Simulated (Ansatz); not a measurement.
# Transmission past a defect: Ta wire along [111], 4 atoms a period, vacancy of one Ta, part 2 of 3

Wanted: the relaxed defect and the transmission past it, beside the channels of the perfect wire.

Ansatz 0.2.0; DFT PBE, plane waves, PAW; relaxation of a wire's period (the session's first sound run).

So far. Step 2 (Relaxation of atoms and period): The cell's length comes to 3.159 Å with spin left out. 2 contacts a cell pass between under 1.1 and over 1.27 times the sum of covalent radii, so the wire has rearranged from the shape that names it.

### Step 3. Bands of the perfect wire

This step: DFT PBE, plane waves, PAW; channels and complex bands of a perfect wire (Ansatz 0.2.0).

At the relaxed period the Bloch states of the perfect wire are found at each energy: those that move forward count the open channels, and those that decay describe how a disturbance dies away inside the wire itself. An energy step of 0.035 eV is under the 0.039 eV that the program asks for its thermal average at 300 K.

input.yaml reads:

```yaml
crystal:
  lattice:
    - [11.495, 0.0, 0.0]
    - [0.0, 9.511, 0.0]
    - [0.0, 0.0, 3.1594162099]
  atoms:
    - { symbol: Ta, position: [0.369471078, 0.499987838, 0.0] }
    - { symbol: Ta, position: [0.500008222, 0.342111337, 0.499977755] }
    - { symbol: Ta, position: [0.500008222, 0.657864339, 0.500022245] }
    - { symbol: Ta, position: [0.630545366, 0.499987838, 0.0] }
kpoints:
  mp_grid: { grid: [1, 1, 26] }
scf:
  occupations: { method: fermi_dirac, width: 0.05 }
hamiltonian:
  xc: pbe
output:
  transmission:
    e_range: [-1.26, 1.26]
    de: 0.035
    kmesh: [1, 1]
    reduced_basis: true
    leads: [[0, 0]]
basis:
  ecutwfc: "350 eV"
```

Started as:

```console
$ ansatz run input.yaml --threads 4 --pin off --max-ram 16384MiB --backend cpu --events-out ev --progress --plain --runs-dir out
```

Numbers of over 12 decimals in the logs are rounded to 6 here.

Output:

```text
Warning: basis.ecutwfc = 350 eV is below the records' recommended 420 eV, and the density's cutoff is lower with it unless basis.ecutrho_ratio is high enough to keep the records' density cutoff: compare with a run at a higher cutoff
[...]
Crystal: 4 atoms, lattice volume = 345.416 Å³
Basis set: ecut = 350 eV, 5115 PW (Γ)
Bands: 32, of which v1, the nominal top of the filled ones, is band 26 counted from 1 (25 counted from 0)
Symmetry: 4 space group operations
[...]
k-points: 14 of 26
[...]
SCF iter   1: F=—  HF=-39721.184627 eV  |F-HF|=—  |Δ(HF+E_count)|=         —  Δρ=4.33e-3  dr2=1.70e-1  ethr=1.77e-3  ⟨swp⟩=7.8  Hψ=2115  notcnv=0
[...]
SCF iter   8: F=-39721.182347 eV  HF=-39721.182347 eV  |F-HF|=6.57e-9  |Δ(HF+E_count)|=   2.33e-7  Δρ=2.11e-6  dr2=3.33e-8  ethr=1.92e-10  ⟨swp⟩=6.8  Hψ=1404  notcnv=0
SCF 1 converged in 8 iterations: F = -39721.182347 eV  dr2 = 3.33e-8
[...]
transmission: 4 of 24 steps passed
transmission: 8 of 24 steps passed
[...]
transmission: 24 of 24 steps passed
SCF converged after 8 iterations
Free energy (F): -39721.182347 eV
[...]
Internal energy: -39721.141213 eV  (E = F + TS)
E sigma→0 (E₀):  -39721.161780 eV
Entropy (-TS):   -0.041134 eV (-10.283 meV/atom)
Fermi energy:    1.406598 eV
[...]
--- Band table (eV; the first three rows and the last of 14) ---
  k-point 0: bands = [... 22 lower, 0.3363, 0.3941, 1.0302, 1.1428, 1.1900, 2.0846, 2.2171, 2.2534, ... 2 higher]
  k-point 1: bands = [... 22 lower, 0.3004, 0.3540, 1.0969, 1.1576, 1.2052, 2.1055, 2.1955, 2.2971, ... 2 higher]
  k-point 2: bands = [... 22 lower, 0.2024, 0.2462, 0.9727, 1.2499, 1.4232, 2.1667, 2.1835, 2.3987, ... 2 higher]
  k-point 13: bands = [... 22 lower, 0.0233, 0.0257, 0.8250, 0.8362, 2.1369, 2.1717, 3.0716, 3.0767, ... 2 higher]
--- Transmission ---
  basis      : 795 plane waves across, 4 finite elements along
  points     : 1, standing for a mesh of 1 x 1
  filling    : by the input's occupations and mesh, since the crystals that have channels conduct as metals do. If one of these is a semiconductor, that mesh has misplaced its level
  energies   : 73 from -1.260000 to 1.260000 eV about the Fermi level, 0.035000 eV apart; the leads are filled to 0.000000 eV, and channels, transmission and decay are at 0.000000 eV
  crystal 0  : Ta4, at the sites [0, 0], period 3.1594 Å: whole cells are its period
    offset         : up to 0.0000 Å between an atom of the period and one for which it stands
    filled         : 15.1 meV under the level at which it is neutral
    channels       : 3.000000e0 a spin
    conductance    : 2.2752e14 S/m² at 300 K; may be off by some 0.0 % by where its bands' edges are placed, 4.2 % from the distance to neutral
```

Elapsed: 81 s, on 4 threads of Arm Neoverse V1, shared host; peak memory 1.2 GiB; 4.8 min of CPU time.

In the SCF lines HF is the Harris–Foulkes energy and dr2 the Hartree energy of the density residual, in eV; the loop may stop once dr2 is under the threshold and the program's other checks hold. Hψ counts applications of the Hamiltonian.

This step gave:

```
energy at zero smearing                                  : -39721.1618 eV
channels at the energy nearest the Fermi level, one spin : 3
conductance of the lead as this run defines it           : 3.210 G₀
band gap                                                 : 0 eV
```

The open channels of the lead, one spin by energy, zero at the Fermi level:

```tsv
energy (eV)	open channels of the lead, one spin
-1.190	7
-1.085	6
-1.015	5
-0.910	4
-0.805	4
-0.700	4
-0.595	4
-0.490	4
-0.385	4
-0.315	3
-0.210	3
-0.105	3
0.000	3
0.105	5
0.210	5
0.315	5
0.385	5
0.490	5
0.595	5
0.700	6
0.805	4
0.910	7
1.015	5
1.085	6
1.190	6
```

The slowest values at each energy, most degenerate partners merged, listed up to 1.5 1/Å. The Im kz of the slowest decaying states by energy, zero at the Fermi level:

```tsv
energy (eV)	decay 1 (Å⁻¹)	decay 2 (Å⁻¹)	decay 3 (Å⁻¹)	decay 4 (Å⁻¹)
-1.190	0.175	0.178	0.523	0.575
-1.085	0.0423	0.184	0.186	0.519
-1.015	0.0635	0.0921	0.187	0.190
-0.910	0.0797	0.116	0.151	0.189
-0.805	0.0864	0.159	0.187	0.188
-0.700	0.0860	0.185	0.187	0.189
-0.595	0.0786	0.179	0.183	0.207
-0.490	0.0618	0.171	0.176	0.222
-0.385	0.0182	0.159	0.165	0.233
-0.315	0.0575	0.150	0.157	0.192
-0.210	0.0805	0.0969	0.131	0.140
-0.105	0.105	0.118	0.123	0.134
0.000	0.0631	0.0857	0.143	0.167
0.105	0.0329	0.159	0.191	0.238
0.210	0.0875	0.173	0.209	0.230
0.315	0.106	0.184	0.219	0.224
0.385	0.111	0.191	0.209	0.231
0.490	0.111	0.191	0.201	0.223
0.595	0.102	0.150	0.166	0.209
0.700	0.0842	0.131	0.191	0.216
0.805	0.0470	0.0526	0.0700	0.0722
0.910	0.0969	0.105	0.172	0.228
1.015	0.0285	0.124	0.129	0.187
1.085	0.138	0.141	0.147	0.156
1.190	0.155	0.157	0.161	0.188
```

By hand: the program gives 2.2752 × 10^14 S/m² over the cell's cross-section of 109.33 Å² = 1.093 × 10^-18 m², so one cell conducts 2.487 × 10^-4 S. Divided by G0 = 2e²/h = 7.748 × 10^-5 S this is 3.21 G0, a resistance of 4.02 kΩ.

At the computed energy nearest the Fermi level there are 3 channels a spin, and the thermal average gives 3.21 G₀.

### Step 4. Relaxing the junction

This step: DFT PBE, plane waves, PAW; relaxation of a junction in a wire, ends held (Ansatz 0.2.0).

System of this step: Ta wire along [111], 4 atoms a period, vacancy of one Ta. The cell holds 35 atoms: 35 Ta. Its edges and angles: a = 11.495 Å, b = 9.511 Å, c = 28.435 Å, α = 90.0°, β = 90.0°, γ = 90.0°. Regions: held atoms, 24 atoms (24 Ta); free atoms, 11 atoms (11 Ta). Vacuum lies along a and b. The structure's axis is c.

11 atoms at the defect are free to relax, while 24 stay where the perfect wire has them, so that the ends still repeat as a lead. The cutoff is set under the files' recommended one to save time.

input.yaml reads:

```yaml
crystal:
  lattice:
    - [11.495, 0.0, 0.0]
    - [0.0, 9.511, 0.0]
    - [0.0, 0.0, 28.4347458894]
  atoms:
    - { symbol: Ta, position: [0.369471078, 0.499987838, 0.0] }
    - { symbol: Ta, position: [0.500008222, 0.342111337, 0.055553084] }
    - { symbol: Ta, position: [0.500008222, 0.657864339, 0.055558027] }
    - { symbol: Ta, position: [0.630545366, 0.499987838, 0.0] }
    - { symbol: Ta, position: [0.369471078, 0.499987838, 0.111111111] }
    - { symbol: Ta, position: [0.500008222, 0.342111337, 0.166664195] }
    - { symbol: Ta, position: [0.500008222, 0.657864339, 0.166669138] }
    - { symbol: Ta, position: [0.630545366, 0.499987838, 0.111111111] }
    - { symbol: Ta, position: [0.369471078, 0.499987838, 0.222222222] }
    - { symbol: Ta, position: [0.500008222, 0.342111337, 0.277775306] }
    - { symbol: Ta, position: [0.500008222, 0.657864339, 0.277780249] }
    - { symbol: Ta, position: [0.630545366, 0.499987838, 0.222222222] }
    - { symbol: Ta, position: [0.369471078, 0.499987838, 0.333333333] }
    - { symbol: Ta, position: [0.500008222, 0.342111337, 0.388886417] }
    - { symbol: Ta, position: [0.500008222, 0.657864339, 0.388891361] }
    - { symbol: Ta, position: [0.630545366, 0.499987838, 0.333333333] }
    - { symbol: Ta, position: [0.372080908, 0.505244909, 0.444444444], spin: 0.6 }
    - { symbol: Ta, position: [0.500008222, 0.657864339, 0.500002472] }
    - { symbol: Ta, position: [0.630545366, 0.499987838, 0.444444444] }
    - { symbol: Ta, position: [0.369471078, 0.499987838, 0.555555556] }
    - { symbol: Ta, position: [0.500008222, 0.342111337, 0.611108639] }
    - { symbol: Ta, position: [0.500008222, 0.657864339, 0.611113583] }
    - { symbol: Ta, position: [0.630545366, 0.499987838, 0.555555556] }
    - { symbol: Ta, position: [0.369471078, 0.499987838, 0.666666667] }
    - { symbol: Ta, position: [0.500008222, 0.342111337, 0.722219751] }
    - { symbol: Ta, position: [0.500008222, 0.657864339, 0.722224694] }
    - { symbol: Ta, position: [0.630545366, 0.499987838, 0.666666667] }
    - { symbol: Ta, position: [0.369471078, 0.499987838, 0.777777778] }
    - { symbol: Ta, position: [0.500008222, 0.342111337, 0.833330862] }
    - { symbol: Ta, position: [0.500008222, 0.657864339, 0.833335805] }
    - { symbol: Ta, position: [0.630545366, 0.499987838, 0.777777778] }
    - { symbol: Ta, position: [0.369471078, 0.499987838, 0.888888889] }
    - { symbol: Ta, position: [0.500008222, 0.342111337, 0.944441973] }
    - { symbol: Ta, position: [0.500008222, 0.657864339, 0.944446916] }
    - { symbol: Ta, position: [0.630545366, 0.499987838, 0.888888889] }
magnetization:
  spin_polarized: true
kpoints:
  mp_grid: { grid: [1, 1, 1] }
scf:
  occupations: { method: fermi_dirac, width: 0.1 }
hamiltonian:
  xc: pbe
relax:
  constraints:
    - { sites: [0, 1, 2, 3, 4, 5, 6, 7, 8, 9, 10, 11, 23, 24, 25, 26, 27, 28, 29, 30, 31, 32, 33, 34] }
  f_tol: 0.06
  max_steps: 35
basis:
  ecutwfc: "350 eV"
```

Output:

```text
[...]
Crystal: 35 atoms, lattice volume = 3108.741 Å³
Basis set: ecut = 350 eV, 46253 PW (Γ), exchange–correlation on 144×120×360 points (8 copies of the dense FFT grid, shifted against one another)
Bands: 274, of which v1, the nominal top of the filled ones, is band 228 counted from 1 (227 counted from 0)
Symmetry: 1 space group operations
[...]
k-points: 1
[...]
Starting moments: Σ|m| = 0.6 μB on 1 of 35 sites
[...]
SCF iter   1: F=—  HF=-347618.499478 eV  |F-HF|=—  |Δ(HF+E_count)|=         —  Δρ=2.08e-2 (↑2.08e-2 ↓2.08e-2)  dr2=2.59e2  dr2_m=1.98e-2  M=0.139 μB ∫|m|=0.423 μB  β_m=0.30  ethr=3.10e-3  ⟨swp⟩=15.0  Hψ=3263  notcnv=0
[...]
spin=Collinear: LDOS preconditioning applied to the charge; magnetization (m = ρ↑ − ρ↓) channel mixes plain (no charge-response kernel on spin).
SCF iter   2: F=—  HF=-347563.606882 eV  |F-HF|=—  |Δ(HF+E_count)|=    5.49e1  Δρ=1.01e-2 (↑1.01e-2 ↓1.00e-2)  dr2=3.29e1  dr2_m=9.74e-3  M=0.188 μB ∫|m|=0.455 μB  β_m=0.37  ethr=3.10e-3  ⟨swp⟩=11.0  Hψ=2301  notcnv=0  defer=1
[...]
SCF iter  10: F=-347558.067032 eV  HF=-347558.067020 eV  |F-HF|=1.15e-5  |Δ(HF+E_count)|=   4.74e-5  Δρ=1.58e-5 (↑1.58e-5 ↓1.50e-5)  dr2=5.33e-6  dr2_m=6.34e-6  M=0.039 μB ∫|m|=0.070 μB  ethr=1.98e-8  ⟨swp⟩=3.5  Hψ=1908  notcnv=0
WARN: the starting moments were not kept: the SCF closed with an absolute magnetisation of 7.1e-2 μB, where they sum to 0.6 μB in size (1 site). The net magnetisation is 3.9e-2 μB in size, at most 0.1 of the 0.6 μB that the starting moments add up to as vectors; the absolute magnetisation counts also what cancels out within the cell. Measured as dr2_m measures the in/out step, that magnetisation stands 6.4e-5 eV from none, at or under the dr2_threshold of 9.0e-5 eV: it is no larger than a step whose dr2_m would equal this threshold. The system may hold no moment; this SCF shows only that its start led to no more than that. [rest of the remark cut]
SCF 1 converged in 10 iterations: F = -347558.067032 eV  dr2 = 5.33e-6
[...]
relax step   1: F+E_penalty+E_count = -347558.06703190 eV  Δ(F+E_penalty+E_count) = +0.000e0 eV  max|allowed force component| = 1.180e0 eV/Å  Δτ_max = 0.0000 Å  (10 SCF iters, dr2 threshold 9.00e-5 eV, accepted)
[...]
Starting moments: Σ|m| = 0.6 μB on 1 of 35 sites; this step starts from the density that it was given
[...]
SCF iter   1: F=—  HF=-347558.237105 eV  |F-HF|=—  |Δ(HF+E_count)|=         —  Δρ=2.67e-3 (↑2.62e-3 ↓2.67e-3)  dr2=2.11e0  dr2_m=6.00e-3  M=0.021 μB ∫|m|=0.067 μB  β_m=0.30  ethr=3.57e-4  ⟨swp⟩=2.0  Hψ=1911  notcnv=0
eigensolver tolerance schedule calibrated: the retry pair's looser diagonalisation under-reported the residual by θ = 0.23 (0.24/decade); ethr = c·dr2/N_el runs at the constant in force after the calibration composes with the one it found (an armed cap, an earlier calibration), c = 1.7e-2
[...]
SCF iter   2: F=—  HF=-347558.089422 eV  |F-HF|=—  |Δ(HF+E_count)|=   1.48e-1  Δρ=1.68e-3 (↑1.67e-3 ↓1.68e-3)  dr2=5.94e-1  dr2_m=3.20e-3  M=0.020 μB ∫|m|=0.059 μB  β_m=0.45  ethr=7.78e-5  ⟨swp⟩=3.0  Hψ=895  notcnv=0
[...]
SCF iter   7: F=-347558.068649 eV  HF=-347558.068653 eV  |F-HF|=3.71e-6  |Δ(HF+E_count)|=   3.74e-5  Δρ=7.06e-6 (↑7.06e-6 ↓6.54e-6)  dr2=1.01e-5  dr2_m=2.30e-7  M=0.005 μB ∫|m|=0.012 μB  ethr=2.84e-9  ⟨swp⟩=4.0  Hψ=1578  notcnv=0
the starting moments were not kept: the SCF closed with an absolute magnetisation of 1.1e-2 μB, where they sum to 0.6 μB in size (1 site). That is at most 0.1 of that sum. Measured as dr2_m measures the in/out step, that magnetisation stands 1.4e-6 eV from none, at or under the dr2_threshold of 8.7e-5 eV: it is no larger than a step whose dr2_m would equal this threshold.
SCF 2 converged in 7 iterations: F = -347558.068649 eV  dr2 = 1.01e-5
[...]
relax step   2: F+E_penalty+E_count = -347558.06864943 eV  Δ(F+E_penalty+E_count) = -1.618e-3 eV  max|allowed force component| = 1.814e0 eV/Å  Δτ_max = 0.1949 Å  (7 SCF iters, dr2 threshold 8.70e-5 eV, accepted)
SCF iter   1: F=—  HF=-347558.368691 eV  |F-HF|=—  |Δ(HF+E_count)|=         —  Δρ=1.25e-3 (↑1.24e-3 ↓1.25e-3)  dr2=6.08e-1  dr2_m=1.28e-3  M=0.007 μB ∫|m|=0.025 μB  β_m=0.30  ethr=8.13e-4  ⟨swp⟩=4.0  Hψ=1031  notcnv=0
[...]
SCF iter   6: F=-347558.322288 eV  HF=-347558.322315 eV  |F-HF|=2.65e-5  |Δ(HF+E_count)|=   9.31e-5  Δρ=1.07e-5 (↑1.07e-5 ↓1.06e-5)  dr2=4.48e-5  dr2_m=9.20e-8  M=0.003 μB ∫|m|=0.006 μB  ethr=2.20e-8  ⟨swp⟩=3.0  Hψ=1928  notcnv=0
[...]
SCF 3 converged in 6 iterations: F = -347558.322288 eV  dr2 = 4.48e-5
relax step   3: F+E_penalty+E_count = -347558.32228813 eV  Δ(F+E_penalty+E_count) = -2.536e-1 eV  max|allowed force component| = 3.425e-1 eV/Å  Δτ_max = 0.0770 Å  (6 SCF iters, dr2 threshold 1.00e-4 eV, accepted)
[...]
relax step   4: F+E_penalty+E_count = -347558.31947567 eV  Δ(F+E_penalty+E_count) = +2.812e-3 eV  max|allowed force component| = 3.985e-1 eV/Å  Δτ_max = 0.2000 Å  (9 SCF iters, dr2 threshold 7.33e-6 eV, rejected (line search))
SCF iter   1: F=—  HF=-347558.424541 eV  |F-HF|=—  |Δ(HF+E_count)|=         —  Δρ=1.63e-3 (↑1.63e-3 ↓1.62e-3)  dr2=1.16e0  dr2_m=2.44e-3  M=-0.001 μB ∫|m|=0.020 μB  β_m=0.30  ethr=2.53e-3  ⟨swp⟩=4.0  Hψ=1008  notcnv=0
[...]
SCF iter  10: F=-347558.345684 eV  HF=-347558.345684 eV  |F-HF|=1.14e-8  |Δ(HF+E_count)|=   2.66e-8  Δρ=2.52e-7 (↑2.25e-7 ↓2.52e-7)  dr2=1.98e-8  dr2_m=5.42e-10  M=0.000 μB ∫|m|=0.000 μB  ethr=2.20e-11  ⟨swp⟩=2.0  Hψ=1981  notcnv=0
[...]
SCF 5 converged in 10 iterations: F = -347558.345684 eV  dr2 = 1.98e-8
relax step   5: F+E_penalty+E_count = -347558.34568405 eV  Δ(F+E_penalty+E_count) = -2.340e-2 eV  max|allowed force component| = 5.208e-2 eV/Å  Δτ_max = 0.0992 Å  (10 SCF iters, accepted)
SCF converged after 10 iterations
Magnetization: 0.0002 μB (227.5001 up, 227.4999 down)
Absolute magnetization: 0.0005 μB (∫|ρ↑−ρ↓|, with the PAW one-centre terms)
[...]
Per-site moments (μB) at R_I (Å): [(1.8814329815133403e-6, 1.091491), (-1.0785681960794135e-6, 1.091491), (-9.649949272001515e-7, 1.091491), (2.760347264591413e-6, 1.091491), (1.48932342796231e-6, 1.091491), (-1.7498053521902888e-6, 1.091491), (-1.315504290521122e-6, 1.091491), (3.835725525716314e-6, 1.091491), (2.6161499994942607e-6, 1.091491), (2.931078736822228e-6, 1.091491), (-1.8558466073314748e-6, 1.091526), (4 [...]
Free energy (F): -347558.345684 eV
[...]
Internal energy: -347557.117224 eV  (E = F + TS)
E sigma→0 (E₀):  -347557.731454 eV
Entropy (-TS):   -1.228460 eV (-35.099 meV/atom)
Fermi energy:    1.246379 eV
[...]
--- Forces (eV/Å), atoms counted from 1 ---
  atom   1  Ta    -0.05650071    -0.00664831    -0.00078512
  atom   2  Ta    -0.00026731    -0.02875736    -0.01794754
  atom   3  Ta    -0.00014647     0.04793639     0.00343066
  atom   4  Ta     0.05654754    -0.00700273    -0.00066061
  atom   5  Ta    -0.02101664    -0.01531166     0.00059199
  atom   6  Ta     0.00021401    -0.14953976     0.06203144
  atom   7  Ta     0.00006870     0.05769266     0.06352914
  atom   8  Ta     0.02155062    -0.01592122     0.00052180
  atom   9  Ta    -0.03267799     0.02515645     0.04400310
  atom  10  Ta    -0.00622937     0.13153519     0.07206156
  atom  11  Ta     0.00687613    -0.12111089     0.15757752
  atom  12  Ta     0.03249449     0.02530691     0.04427269
  atom  13  Ta     0.02793480     0.01352722     0.02764628
  atom  14  Ta     0.00030919    -0.04048015    -0.00996281
  atom  15  Ta     0.00124701     0.04313279    -0.02426184
  atom  16  Ta    -0.02831813     0.01450345     0.02635234
  atom  17  Ta    -0.02038003    -0.01045170    -0.01681856
  atom  18  Ta    -0.00071868     0.04333508     0.00812268
  atom  19  Ta     0.01428662     0.00300566    -0.01455327
  atom  20  Ta     0.00493088     0.00564597     0.02659911
  atom  21  Ta     0.00080636    -0.05207638    -0.00371978
  atom  22  Ta    -0.00077564     0.04395623     0.00524871
  atom  23  Ta    -0.00359313     0.00538980     0.03003053
  atom  24  Ta     0.00525975     0.00119746    -0.24578951
  atom  25  Ta     0.00024861    -0.00990403     0.05459921
  atom  26  Ta    -0.00051204     0.05183107    -0.00939746
  atom  27  Ta    -0.00098199    -0.00094523    -0.23967097
  atom  28  Ta    -0.06355140     0.02442159     0.01525324
  atom  29  Ta    -0.00014271    -0.13268357    -0.04097208
  atom  30  Ta    -0.00020725     0.04345370    -0.04860191
  atom  31  Ta     0.06360152     0.02419263     0.01415020
  atom  32  Ta    -0.02319786    -0.01429764    -0.00220889
  atom  33  Ta     0.00014720    -0.03274485     0.02465661
  atom  34  Ta     0.00017019     0.04683677    -0.00310310
  atom  35  Ta     0.02257000    -0.01428961    -0.00221916
  max |Σ_I F_I| component: 1.08e-4 eV/Å
--- Relaxed structure (5 steps of the walk, 4 accepted, 0 SCFs on fresh bases) ---
  F+E_penalty+E_count = -347558.34568405 eV   max|allowed force component| = 5.208e-2 eV/Å
  atoms:
    - { symbol: Ta, position: [0.369471078, 0.499988, 0.0] }
    - { symbol: Ta, position: [0.500008222, 0.342111, 0.055553084] }
    - { symbol: Ta, position: [0.500008222, 0.657864, 0.055558027] }
    - { symbol: Ta, position: [0.630545366, 0.499988, 0.0] }
    - { symbol: Ta, position: [0.369471078, 0.499988, 0.111111111] }
    - { symbol: Ta, position: [0.500008222, 0.342111, 0.166664195] }
    - { symbol: Ta, position: [0.500008222, 0.657864, 0.166669138] }
    - { symbol: Ta, position: [0.630545366, 0.499988, 0.111111111] }
    - { symbol: Ta, position: [0.369471078, 0.499988, 0.222222222] }
    - { symbol: Ta, position: [0.500008222, 0.342111, 0.277775306] }
    - { symbol: Ta, position: [0.500008222, 0.657864, 0.277780249] }
    - { symbol: Ta, position: [0.630545366, 0.499988, 0.222222222] }
    - { symbol: Ta, position: [0.369937, 0.499831, 0.334484] }
    - { symbol: Ta, position: [0.499743, 0.350007, 0.392002] }
    - { symbol: Ta, position: [0.500300, 0.665343, 0.388006] }
    - { symbol: Ta, position: [0.630085, 0.499446, 0.334493] }
    - { symbol: Ta, position: [0.377548, 0.513321, 0.447356] }
    - { symbol: Ta, position: [0.500356, 0.680771, 0.500700] }
    - { symbol: Ta, position: [0.622448, 0.512389, 0.447410] }
    - { symbol: Ta, position: [0.377739, 0.510344, 0.553310] }
    - { symbol: Ta, position: [0.500030, 0.349358, 0.609280] }
    - { symbol: Ta, position: [0.500035, 0.664402, 0.612519] }
    - { symbol: Ta, position: [0.622620, 0.510331, 0.553409] }
    - { symbol: Ta, position: [0.369471078, 0.499988, 0.666667] }
    - { symbol: Ta, position: [0.500008222, 0.342111, 0.722219751] }
    - { symbol: Ta, position: [0.500008222, 0.657864, 0.722224694] }
    - { symbol: Ta, position: [0.630545366, 0.499988, 0.666667] }
    - { symbol: Ta, position: [0.369471078, 0.499988, 0.777777778] }
    - { symbol: Ta, position: [0.500008222, 0.342111, 0.833330862] }
    - { symbol: Ta, position: [0.500008222, 0.657864, 0.833336] }
    - { symbol: Ta, position: [0.630545366, 0.499988, 0.777777778] }
    - { symbol: Ta, position: [0.369471078, 0.499988, 0.888888889] }
    - { symbol: Ta, position: [0.500008222, 0.342111, 0.944442] }
    - { symbol: Ta, position: [0.500008222, 0.657864, 0.944447] }
    - { symbol: Ta, position: [0.630545366, 0.499988, 0.888888889] }
```

The job ended after 3 min (4 threads; peak memory 3.5 GiB; 12 min of CPU time).

Step by step:

```tsv
step	energy less that of the first step (eV)	largest force component (eV/Å)
1	0.0000	1.1799
2	-0.0016	1.8137
3	-0.2553	0.3424
4	-0.2524	0.3985
5	-0.2787	0.0521
```

Relaxation step 4 was tried and not accepted.

The atoms that moved most (Å):

```tsv
atom	dx	dy	dz	length
Ta18	0.004	0.218	0.020	0.219
Ta19	-0.093	0.118	0.084	0.172
Ta20	0.095	0.099	-0.064	0.151
Ta23	-0.091	0.098	-0.061	0.147
Ta17	0.063	0.077	0.083	0.129
Ta14	-0.003	0.075	0.089	0.116
Ta21	0.000	0.069	-0.052	0.086
Ta15	0.003	0.071	-0.025	0.076
```

Numbers from this step:

- energy at zero smearing: -347557.7315 eV

The largest force component on a free atom ends at 0.052 eV/Å, under the limit of 0.06. 

[end of part 2 of 3]

[Logs are printed without paths, hosts, clocks, repeated set-up lines and the standing remarks that a program may print on its own settings, such as how far it seeks lower states.]

[Hosts, paths, dates, database ids (printed as entryN), source tags and the programs' standing remarks are cut or masked in the printed files.]
